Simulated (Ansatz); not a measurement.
# LiMgBr3 (model cell, started as cubic perovskite with Mg in the octahedra): following an unstable mode, part 2 of 2

Aim: this structure of LiMgBr3 (model cell, started as cubic perovskite with Mg in the octahedra) is to be tested for unstable modes, and one is followed downhill.

Ansatz 0.2.0; DFT PBEsol, scalar-relativistic, plane waves, PAW; PAW set soft_1.

So far. Step 5 (Energy along the mode, all amplitudes (two of the runs …): The lowest of the steps tried is the last one, at 0.6 Å, 27.3 meV/atom below the parent; the bottom of the well need not coincide with a step. Step 7 (The new phase in its own primitive cell): The largest force component left is 0.35 meV/Å and the pressure is 0.001 GPa, within the tolerances set. The cell now holds 29.96 Å³/atom. The relaxed cell has a = 7.385, c = 19.029 Å (conventional setting).

The structure was built from a prototype and need not be the compound's stable phase.

### 8. Modes of the new phase

A relaxed structure may still be a saddle point, so its zone-centre modes are computed. The response to a homogeneous field gives the Born charges and the dielectric tensor.

The input, input.yaml:

```yaml
crystal:
  lattice:
    - [3.692744193, 2.1320068539, 6.3429030461]
    - [-3.692744193, 2.1320068539, 6.3429030461]
    - [0.0, -4.2640137078, 6.3429030461]
  atoms:
    - { symbol: Li, position: [0.8357304637, 0.8357304637, 0.8357304637] }
    - { symbol: Li, position: [0.1642695363, 0.1642695363, 0.1642695363] }
    - { symbol: Mg, position: [0.5, 0.5, 0.5] }
    - { symbol: Mg, position: [0.0, 0.0, 0.0] }
    - { symbol: Br, position: [0.2499448435, 0.7616101482, 0.2499448435] }
    - { symbol: Br, position: [0.7500551565, 0.2383898518, 0.7500551565] }
    - { symbol: Br, position: [0.2499448435, 0.2499448435, 0.7616101482] }
    - { symbol: Br, position: [0.7500551565, 0.7500551565, 0.2383898518] }
    - { symbol: Br, position: [0.2383898518, 0.7500551565, 0.7500551565] }
    - { symbol: Br, position: [0.7616101482, 0.2499448435, 0.2499448435] }
kpoints:
  mp_grid: { grid: [6, 6, 6] }
hamiltonian:
  xc: pbesol
  pseudopotentials: { kind: paw, azcp: { folder: soft_1 }, xc_functional: pbe }
scf:
  occupations: { method: fixed }
output:
  eigenvalues: true
phonons:
  method: dfpt
  dielectric: true
  rigid_motions: translations
```

Run with:

```
$ ansatz run input.yaml --threads 8 --pin off --max-ram 16384MiB --backend cpu --events-out ev --progress --plain --runs-dir out
```

Run time: 4.2 min. Hardware: 8 threads of Arm Neoverse V2, shared host; peak memory 5.6 GiB.

This step gave:

```
sum-rule residual before enforcement                    : 1.57e-4 eV/Å²
miss of the charge sum rule                             : 0.01291 e
estimated error of the dielectric tensor                : 0.01260
estimated error of the Born charges                     : 0.01595 e
point group                                             : -3m
highest optical mode at the zone centre (no LO-TO term) : 337.7 cm⁻¹
lowest optical zone-centre mode                         : -46.36 cm⁻¹
mean high-frequency dielectric constant                 : 3.033
largest Born charge (third of the trace)                : 2.452 e
top of the zone-centre spectrum with the field          : 348.3 cm⁻¹
```

Without the LO-TO term. Patterns of degenerate modes are one choice out of their space. Modes at Γ, with each element's share of the kinetic energy (negative means imaginary):

```
mode  frequency (cm⁻¹)  symmetry  Li %  Mg %  Br %
   1             -46.4       A2g     0     0   100
   2             -42.7        Eg     5     0    95
   3             -42.7        Eg     5     0    95
   4               0.0  acoustic     3     9    88
   5               0.0  acoustic     3     9    88
   6               0.0  acoustic     3     9    88
   7              23.6       A1u     0     0   100
   8              37.5        Eu     9     1    91
   9              37.5        Eu     9     1    91
  10              70.2        Eu     0    33    67
  11              70.2        Eu     0    33    67
  12              80.7        Eg     1     0    99
  13              80.7        Eg     1     0    99
  14              88.5       A1g     4     0    96
  15             101.0        Eg     2     0    98
  16             101.0        Eg     2     0    98
  17             107.1       A2u     2    29    70
  18             182.0       A1g     0     0   100
  19             182.5        Eu    26    49    26
  20             182.5        Eu    26    49    26
  21             201.1        Eu    30    44    26
  22             201.1        Eu    30    44    26
  23             210.9       A2u     8    62    30
  24             222.2       A2u    28    61    11
  25             234.1        Eg    92     0     8
  26             234.1        Eg    92     0     8
  27             268.5        Eu    33    65     2
  28             268.5        Eu    33    65     2
  29             277.4       A1g    95     0     5
  30             337.7       A2u    60    39     1
```

Displacements in mode 1 (-46.4 cm⁻¹), the largest set to 1:
```
Li1  0.00  0.00  0.00
Li2  0.00  0.00  0.00
Mg3  0.00  0.00  0.00
Mg4  0.00  0.00  0.00
Br5  0.50  0.87  0.00
Br6 -0.50 -0.87  0.00
Br7 -1.00  0.00  0.00
Br8  1.00  0.00  0.00
Br9 -0.50  0.87  0.00
Br10 0.50 -0.87  0.00
```

Displacements in mode 17 (107.1 cm⁻¹), the largest set to 1:
```
Li1  0.00  0.00 -0.37
Li2  0.00  0.00 -0.37
Mg3  0.00  0.00  1.00
Mg4  0.00  0.00  0.54
Br5  0.34 -0.20 -0.07
Br6  0.34 -0.20 -0.07
Br7  0.00  0.39 -0.07
Br8  0.00  0.39 -0.07
Br9 -0.34 -0.20 -0.07
Br10-0.34 -0.20 -0.07
```

Optical modes at the zone centre, without and with the macroscopic field of the longitudinal modes; each column is sorted by frequency, so a row need not hold one and the same mode. Modes with and without the field, by row:

```
rank among optical modes  no field (cm⁻¹)  q along (1, 0, 0) (cm⁻¹)  q along (0, 0, 1) (cm⁻¹)
                       1            -46.4                     -46.4                     -46.4
                       2            -42.7                     -42.7                     -42.7
                       3            -42.7                     -42.7                     -42.7
                       4             23.6                      23.6                      23.6
                       5             37.5                      37.5                      37.5
                       6             37.5                      41.9                      37.5
                       7             70.2                      70.2                      70.2
                       8             70.2                      80.7                      70.2
                       9             80.7                      80.7                      80.7
                      10             80.7                      84.7                      80.7
                      11             88.5                      88.5                      88.5
                      12              101                       101                       101
                      13              101                       101                       101
                      14            107.1                     107.1                     111.6
                      15              182                       182                       182
                      16            182.5                     182.5                     182.5
                      17            182.5                     183.1                     182.5
                      18            201.1                     201.1                     201.1
                      19            201.1                     210.9                     201.1
                      20            210.9                     222.2                     221.7
                      21            222.2                     234.1                     234.1
                      22            234.1                     234.1                     234.1
                      23            234.1                     256.2                     268.5
                      24            268.5                     268.5                     268.5
                      25            268.5                     277.4                     277.4
                      26            277.4                     312.4                     291.6
                      27            337.7                     337.7                     348.3
```

Born charge (rows field, columns displacement) (e), principal values of the symmetric part by kind of site:

```
atom  atoms with these values    low  middle   high   mean
 Li1                        2   0.91    1.15   1.15   1.07
 Mg3                        1   2.16    2.60   2.60   2.45
 Mg4                        1   2.20    2.20   2.83   2.41
 Br5                        6  -2.09   -0.78  -0.64  -1.17
```

In full for Mg4:

```
2.20 0.00 0.00
0.00 2.20 0.00
0.00 0.00 2.83
```

High-frequency dielectric tensor:

```
3.06 0.00 0.00
0.00 3.06 0.00
0.00 0.00 2.98
```

Transverse modes; imaginary modes are left out. Infrared lines, with heights relative to the strongest:

```
position (cm⁻¹)  lines merged  relative intensity
             24             1                 0.0
             38             1                 3.1
             70             1                  12
             81             1                 0.0
             88             1                 0.0
            101             1                 0.0
            107             1                 2.8
            182             2                 3.5
            201             1                 100
            211             1                  49
            222             1                 2.1
            234             1                 0.0
            268             1                  12
            277             1                 0.0
            338             1                 3.6
```

Before it was imposed, the acoustic sum rule was missed by 1.6e-4 eV/Å² and the charge sum rule by 0.013 e. Small misses are needed for a sound result but don't prove that mesh and cutoff are converged. The lowest optical mode is imaginary, 46.4i cm⁻¹, so the energy falls along it.

### 9. Summary of results

* unstable mode of the parent: q = (-0.5, -0.5, -0.5), 173i cm⁻¹
* depth at the lowest point sampled: 27.3 meV/atom
* largest atomic shift at that point: 0.6 Å
* space group reached (within 0.01 Å): R-3m
* energy gained over the parent (first relaxation, on the mesh of the frozen mode): 106 meV/atom
* volume per atom, phase reached: 30.0 Å³
* gap on the k-mesh, phase reached: 2.48 eV
* lowest optical zone-centre mode, phase reached: -46.4 cm⁻¹
* highest optical mode at the zone centre (no LO-TO term), phase reached: 338 cm⁻¹

In words: Along this mode the structure falls into R-3m, 106 meV/atom below the parent. At the parent's cell the well is 27.28 meV/atom deep on the steps tried, with its lowest point at a shift of 0.6 Å. That is the last step tried, so the steps alone don't bracket the bottom of the well. Relaxing atoms and cell changes the gain by +78.72 meV/atom against the lowest step (energies at zero smearing). Most of the total comes from this relaxation. The new phase still has an imaginary mode at the zone centre of its cell, so it is a saddle point on the way to a lower structure. Of the 6 patterns followed to their end from this parent, this one ends 71.0 meV/atom above the lowest, Imma. Each path keeps the symmetry of its pattern, so a lower phase may lie along a pattern not tried. The PAW files were made for PBE and serve the other functionals too. The starting cell was built on a prototype and not taken from a measurement, so the phase need not exist.

[Logs are printed without paths, hosts, clocks, repeated set-up lines and the standing remarks that a program may print on its own settings, such as how far it seeks lower states.]

[Hosts, paths, dates, database ids (printed as entryN), source tags and the programs' standing remarks are cut or masked in the printed files.]
